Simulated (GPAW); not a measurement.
Entries from a set of simulations; values are calculated unless marked as measured.

```json
{"subject": "A GW chain in GPAW: SrHfN2 (R-3m)", "lattice_ang": [[1.6784, 0.969, 5.922], [-1.6784, 0.969, 5.922], [-0.0, -1.938, 5.922]], "atoms": [["Sr", 0.0, 0.0, 0.0], ["Hf", 0.5, 0.5, 0.5], ["N", 0.2326, 0.2326, 0.2326], ["N", 0.7674, 0.7674, 0.7674]], "method": "DFT, LDA, plane waves, PAW (and 1 further level or step)", "program": "GPAW 26.7.0", "settings": "cutoff 600 eV, GPAW PAW setups 1.2.1 data release, 4×4×4 k-mesh, nbands 78", "cost": "3 runs, 2.5 min in all on 4 MPI ranks of Arm Neoverse V2, shared host", "notes": "The cell and positions are those that the Materials Project relaxed with its own functionals (PBE, PBE+U or r2SCAN), kept fixed. Limits: no spin-orbit coupling.", "results": {"lda_gap": "0.25 eV, indirect", "g0w0_gap_on_the_mesh": "0.74 eV", "gw_settings": "4×4×4 mesh, 68 bands, screening to 65 eV, Godby-Needs plasmon pole", "known_limits": "short of the basis limit; no spin-orbit coupling"}}
```

[Long decimals in the printed logs are rounded to 6 places.]

[Logs are printed without paths, hosts, clocks, repeated set-up lines and the standing remarks that a program may print on its own settings, such as how far it seeks lower states.]

[Paths, hosts, dates, memory and timing lines, banners, echoed tables and standing remarks are left out of the program output; an Ansatz launch command may be rebuilt from the run's recorded settings. Measured values are a selection of at most five: reports struck by readers or far from the other reports are left out. None is set beside runs whose start may be inverted or whose files or cutoffs have a known fault.]

[Runs of the session that timed out or met a known fault of the program may be left out.]

[Hosts, paths, dates, database ids (printed as entryN), source tags and the programs' standing remarks are cut or masked in the printed files.]

[Where the starting crystal was built by hand or by swapping elements, it need not be the compound's stable phase.]
